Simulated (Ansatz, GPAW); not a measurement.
# Work function of a 2-layer slab of Pd(110) at several levels, part 2 of 3

How far do functional and basis move the work function of a 2-layer slab of Pd(110)?

GPAW 26.7.0 and Ansatz 0.2.0; Ansatz plane waves; slab in vacuum with a dipole correction, relaxation (the session's first sound run).

So far, upper work function (eV): step 2 (relaxation) 5.12.

**3. The slab's potential**

The work function is the vacuum plateau of the electrostatic potential less the Fermi level; a dipole layer lets the two faces have plateaus of their own.

This step: GPAW, PAW setups; slab in vacuum (GPAW 26.7.0).

The input, run.py:

```python
import json
import numpy as np
from ase import Atoms
from gpaw import GPAW, PW

slab = Atoms(
    ['Pd', 'Pd'],
    positions=[
        [1.94500, 1.37532, 9.00000],
        [0.00000, -0.00000, 10.02603]],
    cell=[[3.89, 0.0, 0.0], [0.0, 2.75065, 0.0], [0.0, 0.0, 19.37532]],
    pbc=[True, True, False])

slab.calc = GPAW(mode=PW(400), xc='PBE', kpts={'size': (8, 11, 1), 'gamma': True},
                 occupations={'name': 'fermi-dirac', 'width': 0.1}, nbands='140%',
                 convergence={'density': 1e-05}, maxiter=200,
                 poissonsolver={'dipolelayer': 'xy'},
                 symmetry={'tolerance': 1e-3}, txt='slab.txt')
result = {}
energy = slab.get_potential_energy()
fermi = slab.calc.get_fermi_level()
v = slab.calc.get_electrostatic_potential().mean((0, 1)) - fermi
n = slab.calc.get_pseudo_density().mean((0, 1))
L = slab.cell[2, 2]
z = np.arange(len(v)) * L / len(v)
low, high = slab.positions[:, 2].min(), slab.positions[:, 2].max()
below, above = np.interp([low - 6.8, high + 6.8], z, v)
slopes = [np.interp(x, z, np.gradient(v, z)) for x in (low - 6.8, high + 6.8)]
eps = np.array([[slab.calc.get_eigenvalues(k, s) for k in range(len(slab.calc.get_ibz_k_points()))]
                for s in range(slab.calc.get_number_of_spins())]) - fermi
top, bottom = eps[eps < 0].max(), eps[eps > 0].min()
dipole = slab.get_dipole_moment()[2]
print(f'energy {energy:.4f} eV, Fermi level {fermi:.4f} eV, dipole {dipole:.5f} e A')
print(f'potential 6.8 A off the faces, from the Fermi level: lower {below:.4f} eV, upper {above:.4f} eV')
print(f'slope of the potential there: lower {slopes[0]:.5f}, upper {slopes[1]:.5f} eV/A')
print(f'nearest levels on the mesh: {top:.4f} and {bottom:.4f} eV')
print('magnetic moment', round(slab.get_magnetic_moment(), 3))
result.update(energy=energy, fermi=fermi, dipole=dipole, below=below, above=above, slopes=slopes, edges=[top, bottom],
              z=z.tolist(), v=v.tolist(), n=n.tolist(), positions=slab.positions.tolist(),
              forces=slab.get_forces(apply_constraint=False).tolist(), moments=slab.get_magnetic_moments().tolist())
json.dump(result, open('result.json', 'w'))
```

Launch:

```sh
$ OMP_NUM_THREADS=1 OPENBLAS_NUM_THREADS=1 python run.py
```

Log:

```text
energy -5.7678 eV, Fermi level -3.0298 eV, dipole -0.00002 e A
potential 6.8 A off the faces, from the Fermi level: lower 5.1159 eV, upper 5.1159 eV
slope of the potential there: lower -0.00003, upper -0.00001 eV/A
nearest levels on the mesh: -0.0396 and 0.0084 eV
magnetic moment 0.0
```

Wall time 40 s (1 thread of Intel Xeon Platinum 8488C (Sapphire Rapids), shared host); peak memory 0.21 GiB.

This step gave:

```yaml
dipole_along_the_normal: -1.78e-5 e·Å
levels_nearest_the_fermi_level_on_the_mesh: -0.03955, 0.008409 eV from the Fermi level
upper_work_function: 5.116 eV
lower_work_function: 5.116 eV
```

Table of electrostatic potential energy of an electron (without an applied field's), less the Fermi level, planar mean by z:

| z (Å) | electrostatic potential energy of an electron (without an applied field's), less the Fermi level, planar mean (eV) |
| --- | --- |
| 0 | 5.12 |
| 1 | 5.12 |
| 2 | 5.12 |
| 3 | 5.12 |
| 4 | 5.12 |
| 5 | 5.12 |
| 6 | 5.11 |
| 7 | 4.97 |
| 8 | 2.75 |
| 9 | -13.8 |
| 10 | -14.0 |
| 11 | 2.58 |
| 12 | 4.96 |
| 13 | 5.11 |
| 14 | 5.12 |
| 15 | 5.12 |
| 16 | 5.12 |
| 17 | 5.12 |
| 18 | 5.12 |
| 19 | 5.12 |

Pseudo valence density, planar mean against z:

| z (Å) | pseudo valence density, planar mean (e/Å³) |
| --- | --- |
| 0.00 | 0 |
| 0.43 | 0 |
| 1.08 | 0 |
| 1.51 | 0 |
| 2.15 | 0 |
| 2.58 | 0 |
| 3.01 | 0 |
| 3.66 | 0 |
| 4.09 | 2.1e-6 |
| 4.74 | 1.2e-5 |
| 5.17 | 3.9e-5 |
| 5.60 | 1.3e-4 |
| 6.24 | 7.4e-4 |
| 6.67 | 0.00242 |
| 7.32 | 0.0147 |
| 7.75 | 0.0519 |
| 8.18 | 0.193 |
| 8.83 | 1.48 |
| 9.26 | 1.39 |
| 9.90 | 1.70 |
| 10.33 | 1.05 |
| 10.98 | 0.130 |
| 11.41 | 0.0347 |
| 11.84 | 0.0101 |
| 12.49 | 0.00167 |
| 12.92 | 5.1e-4 |
| 13.56 | 8.6e-5 |
| 13.99 | 2.7e-5 |
| 14.42 | 8.3e-6 |
| 15.07 | 0 |
| 15.50 | 0 |
| 16.15 | 0 |
| 16.58 | 0 |
| 17.01 | 0 |
| 17.65 | 0 |
| 18.08 | 0 |
| 18.73 | 0 |
| 19.16 | 0 |

The potential is flat to 3.3e-5 eV/Å where it is read, so the vacuum is wide enough. The geometry is the other program's minimum; here the largest force on a free atom is 0.012 eV/Å.

**4. Self-consistent run: xc = "RPBE"**

The same geometry under RPBE, to see how far the functional moves the levels against the vacuum.

run.py, as its differences from that of step 3:

```diff
@@ -13,3 +13,3 @@
 
-slab.calc = GPAW(mode=PW(400), xc='PBE', kpts={'size': (8, 11, 1), 'gamma': True},
+slab.calc = GPAW(mode=PW(400), xc='RPBE', kpts={'size': (8, 11, 1), 'gamma': True},
                  occupations={'name': 'fermi-dirac', 'width': 0.1}, nbands='140%',
```

Log:

```text
energy -4.8010 eV, Fermi level -2.8662 eV, dipole -0.00001 e A
potential 6.8 A off the faces, from the Fermi level: lower 4.9429 eV, upper 4.9427 eV
slope of the potential there: lower -0.00003, upper -0.00001 eV/A
nearest levels on the mesh: -0.0410 and 0.0089 eV
magnetic moment 0.0
```

The job ended after 41 s (1 thread; peak memory 0.21 GiB).

This step gave:

- dipole along the normal: -9.45e-6 e·Å
- levels nearest the Fermi level on the mesh: -0.04099, 0.008932 eV from the Fermi level
- upper work function: 4.943 eV
- lower work function: 4.943 eV

The electrostatic potential energy of an electron (without an applied field's), less the Fermi level, planar mean by z:

| z (Å) | electrostatic potential energy of an electron (without an applied field's), less the Fermi level, planar mean (eV) |
| --- | --- |
| 0.0 | 4.94 |
| 0.5 | 4.94 |
| 1.0 | 4.94 |
| 1.5 | 4.94 |
| 2.0 | 4.94 |
| 2.5 | 4.94 |
| 3.0 | 4.94 |
| 3.5 | 4.94 |
| 4.0 | 4.94 |
| 4.5 | 4.94 |
| 5.0 | 4.94 |
| 5.5 | 4.94 |
| 6.0 | 4.93 |
| 6.5 | 4.90 |
| 7.0 | 4.79 |
| 7.5 | 4.36 |
| 8.0 | 2.59 |
| 8.5 | -4.38 |
| 9.0 | -13.9 |
| 9.5 | -12.0 |
| 10.0 | -14.1 |
| 10.5 | -5.00 |
| 11.0 | 2.42 |
| 11.5 | 4.32 |
| 12.0 | 4.78 |
| 12.5 | 4.90 |
| 13.0 | 4.93 |
| 13.5 | 4.94 |
| 14.0 | 4.94 |
| 14.5 | 4.94 |
| 15.0 | 4.94 |
| 15.5 | 4.94 |
| 16.0 | 4.94 |
| 16.5 | 4.94 |
| 17.0 | 4.94 |
| 17.5 | 4.94 |
| 18.0 | 4.94 |
| 18.5 | 4.94 |
| 19.0 | 4.94 |

Table of pseudo valence density, planar mean by z:

| z (Å) | pseudo valence density, planar mean (e/Å³) |
| --- | --- |
| 5 | 2.9e-5 |
| 6 | 4.2e-4 |
| 7 | 0.00620 |
| 8 | 0.116 |
| 9 | 1.73 |
| 10 | 1.69 |
| 11 | 0.124 |
| 12 | 0.00662 |
| 13 | 4.6e-4 |
| 14 | 3.0e-5 |

Force by atom:

| atom | x (eV/Å) | y (eV/Å) | z (eV/Å) | size |
| --- | --- | --- | --- | --- |
| Pd1 | 0.000 | 0.000 | -0.265 | 0.265 |
| Pd2 | 0.000 | 0.000 | 0.264 | 0.264 |

The upper face's work function is 4.943 eV, against 5.116 eV in the first plane-wave PBE run at this geometry.

**5. Self-consistent run: xc = "LDA"**

The same geometry under LDA, to see how far the functional moves the levels against the vacuum.

run.py, as its differences from that of step 4:

```diff
@@ -13,3 +13,3 @@
 
-slab.calc = GPAW(mode=PW(400), xc='RPBE', kpts={'size': (8, 11, 1), 'gamma': True},
+slab.calc = GPAW(mode=PW(400), xc='LDA', kpts={'size': (8, 11, 1), 'gamma': True},
                  occupations={'name': 'fermi-dirac', 'width': 0.1}, nbands='140%',
```

Log:

```text
energy -7.7218 eV, Fermi level -3.4144 eV, dipole -0.00000 e A
potential 6.8 A off the faces, from the Fermi level: lower 5.5102 eV, upper 5.5099 eV
slope of the potential there: lower -0.00003, upper -0.00001 eV/A
nearest levels on the mesh: -0.0354 and 0.0053 eV
magnetic moment 0.0
```

The job ended after 48 s (1 thread; peak memory 0.21 GiB).

Numbers from this step:

| Quantity | Value |
| --- | --- |
| dipole along the normal | -4.00e-6 e·Å |
| levels nearest the Fermi level on the mesh | -0.03544, 0.005327 eV from the Fermi level |
| upper work function | 5.510 eV |
| lower work function | 5.510 eV |

The upper face's work function is 5.510 eV, against 5.116 eV in the first plane-wave PBE run at this geometry.

**6. Self-consistent run: xc = "vdW-DF2"**

The same geometry under vdW-DF2, to see how far the functional moves the levels against the vacuum (the van der Waals functionals take revPBE setups).

run.py, as its differences from that of step 5:

```diff
@@ -13,3 +13,3 @@
 
-slab.calc = GPAW(mode=PW(400), xc='LDA', kpts={'size': (8, 11, 1), 'gamma': True},
+slab.calc = GPAW(mode=PW(400), xc='vdW-DF2', kpts={'size': (8, 11, 1), 'gamma': True},
                  occupations={'name': 'fermi-dirac', 'width': 0.1}, nbands='140%',
```

Log:

```text
energy -186.6943 eV, Fermi level -3.3056 eV, dipole -0.00013 e A
potential 6.8 A off the faces, from the Fermi level: lower 5.4599 eV, upper 5.4617 eV
slope of the potential there: lower -0.00005, upper -0.00001 eV/A
nearest levels on the mesh: -0.0107 and 0.0157 eV
magnetic moment 0.0
```

Run time: 74 s. Hardware: 1 thread; peak memory 0.34 GiB.

This step gave:

```yaml
dipole_along_the_normal: -1.30e-4 e·Å
levels_nearest_the_fermi_level_on_the_mesh: -0.01070, 0.01574 eV from the Fermi level
upper_work_function: 5.462 eV
lower_work_function: 5.460 eV
```

Electrostatic potential energy of an electron (without an applied field's), less the Fermi level, planar mean against z:

| z (Å) | electrostatic potential energy of an electron (without an applied field's), less the Fermi level, planar mean (eV) |
| --- | --- |
| 0.0 | 5.46 |
| 0.5 | 5.46 |
| 1.0 | 5.46 |
| 1.5 | 5.46 |
| 2.0 | 5.46 |
| 2.5 | 5.46 |
| 3.0 | 5.46 |
| 3.5 | 5.46 |
| 4.0 | 5.46 |
| 4.5 | 5.46 |
| 5.0 | 5.46 |
| 5.5 | 5.46 |
| 6.0 | 5.45 |
| 6.5 | 5.41 |
| 7.0 | 5.28 |
| 7.5 | 4.78 |
| 8.0 | 2.87 |
| 8.5 | -4.26 |
| 9.0 | -13.8 |
| 9.5 | -11.9 |
| 10.0 | -14.0 |
| 10.5 | -4.89 |
| 11.0 | 2.68 |
| 11.5 | 4.73 |
| 12.0 | 5.26 |
| 12.5 | 5.41 |
| 13.0 | 5.45 |
| 13.5 | 5.46 |
| 14.0 | 5.46 |
| 14.5 | 5.46 |
| 15.0 | 5.46 |
| 15.5 | 5.46 |
| 16.0 | 5.46 |
| 16.5 | 5.46 |
| 17.0 | 5.46 |
| 17.5 | 5.46 |
| 18.0 | 5.46 |
| 18.5 | 5.46 |
| 19.0 | 5.46 |

The upper face's work function is 5.462 eV, against 5.116 eV in the first plane-wave PBE run at this geometry.

**7. Real-space grid: mode = "fd"**

A real-space grid is a second complete basis, so it checks the plane-wave result.

run.py, as its differences from that of step 6:

```diff
@@ -3,3 +3,3 @@
 from ase import Atoms
-from gpaw import GPAW, PW
+from gpaw import GPAW
 
@@ -13,3 +13,3 @@
 
-slab.calc = GPAW(mode=PW(400), xc='vdW-DF2', kpts={'size': (8, 11, 1), 'gamma': True},
+slab.calc = GPAW(mode='fd', h=0.18, xc='PBE', kpts={'size': (8, 11, 1), 'gamma': True},
                  occupations={'name': 'fermi-dirac', 'width': 0.1}, nbands='140%',
```

Log:

```text
energy -5.8924 eV, Fermi level -5.1142 eV, dipole -0.00000 e A
potential 6.8 A off the faces, from the Fermi level: lower 5.1142 eV, upper 5.1142 eV
slope of the potential there: lower -0.00000, upper 0.00000 eV/A
nearest levels on the mesh: -0.0422 and 0.0076 eV
magnetic moment 0.0
```

It took 6 min on 1 thread; peak memory 0.71 GiB.

Numbers from this step:

- dipole along the normal: -2.14e-7 e·Å
- levels nearest the Fermi level on the mesh: -0.04218, 0.007583 eV from the Fermi level
- upper work function: 5.114 eV
- lower work function: 5.114 eV

Electrostatic potential energy of an electron (without an applied field's), less the Fermi level, planar mean against z:

| z (Å) | electrostatic potential energy of an electron (without an applied field's), less the Fermi level, planar mean (eV) |
| --- | --- |
| 0.0 | 5.11 |
| 0.5 | 5.11 |
| 1.0 | 5.11 |
| 1.5 | 5.11 |
| 2.0 | 5.11 |
| 2.5 | 5.11 |
| 3.0 | 5.11 |
| 3.5 | 5.11 |
| 4.0 | 5.11 |
| 4.5 | 5.11 |
| 5.0 | 5.11 |
| 5.5 | 5.11 |
| 6.0 | 5.11 |
| 6.5 | 5.08 |
| 7.0 | 4.97 |
| 7.5 | 4.54 |
| 8.0 | 2.76 |
| 8.5 | -4.27 |
| 9.0 | -13.8 |
| 9.5 | -11.8 |
| 10.0 | -13.9 |
| 10.5 | -4.85 |
| 11.0 | 2.57 |
| 11.5 | 4.50 |
| 12.0 | 4.96 |
| 12.5 | 5.08 |
| 13.0 | 5.10 |
| 13.5 | 5.11 |
| 14.0 | 5.11 |
| 14.5 | 5.11 |
| 15.0 | 5.11 |
| 15.5 | 5.11 |
| 16.0 | 5.11 |
| 16.5 | 5.11 |
| 17.0 | 5.11 |
| 17.5 | 5.11 |
| 18.0 | 5.11 |
| 18.5 | 5.11 |
| 19.0 | 5.11 |

The upper face's work function is 5.114 eV, against 5.116 eV in the first plane-wave PBE run at this geometry.

**8. Atomic orbitals: mode = "lcao"**

Atom-centred orbitals end a few angstrom from the surface, which tests how much the density's tail matters.

run.py, as its differences from that of step 7:

```diff
@@ -13,4 +13,4 @@
 
-slab.calc = GPAW(mode='fd', h=0.18, xc='PBE', kpts={'size': (8, 11, 1), 'gamma': True},
-                 occupations={'name': 'fermi-dirac', 'width': 0.1}, nbands='140%',
+slab.calc = GPAW(mode='lcao', basis='dzp', h=0.18, xc='PBE', kpts={'size': (8, 11, 1), 'gamma': True},
+                 occupations={'name': 'fermi-dirac', 'width': 0.1}, nbands='120%',
                  convergence={'density': 1e-05}, maxiter=200,
```

Log:

```text
energy -4.7737 eV, Fermi level -5.2178 eV, dipole -0.00001 e A
potential 6.8 A off the faces, from the Fermi level: lower 5.2177 eV, upper 5.2179 eV
slope of the potential there: lower -0.00000, upper 0.00000 eV/A
nearest levels on the mesh: -0.0116 and 0.0127 eV
magnetic moment 0.0
```

Wall time 8.8 min (1 thread); peak memory 0.3 GiB.

This step gave:

- dipole along the normal: -1.23e-5 e·Å
- levels nearest the Fermi level on the mesh: -0.01156, 0.01268 eV from the Fermi level
- upper work function: 5.218 eV
- lower work function: 5.218 eV

The upper face's work function is 5.218 eV, against 5.116 eV in the first plane-wave PBE run at this geometry.

**9. The ladder**

Times are for 1 thread of Intel Xeon Platinum 8488C (Sapphire Rapids), shared host. The runs compared:

| no. | run | upper work function (eV) | time | memory (GiB) |
| --- | --- | --- | --- | --- |
| 1 | pw | 5.116 | 40 s | 0.21 |
| 2 | RPBE | 4.943 | 41 s | 0.21 |
| 3 | LDA | 5.510 | 48 s | 0.21 |
| 4 | vdW DF2 | 5.462 | 74 s | 0.34 |
| 5 | fd | 5.114 | 6 min | 0.71 |
| 6 | lcao | 5.218 | 8.8 min | 0.3 |

(Continued in part 3 of 3.)

[Logs are printed without paths, hosts, clocks, repeated set-up lines and the standing remarks that a program may print on its own settings, such as how far it seeks lower states.]

[Hosts, paths, dates, database ids (printed as entryN), source tags and the programs' standing remarks are cut or masked in the printed files.]
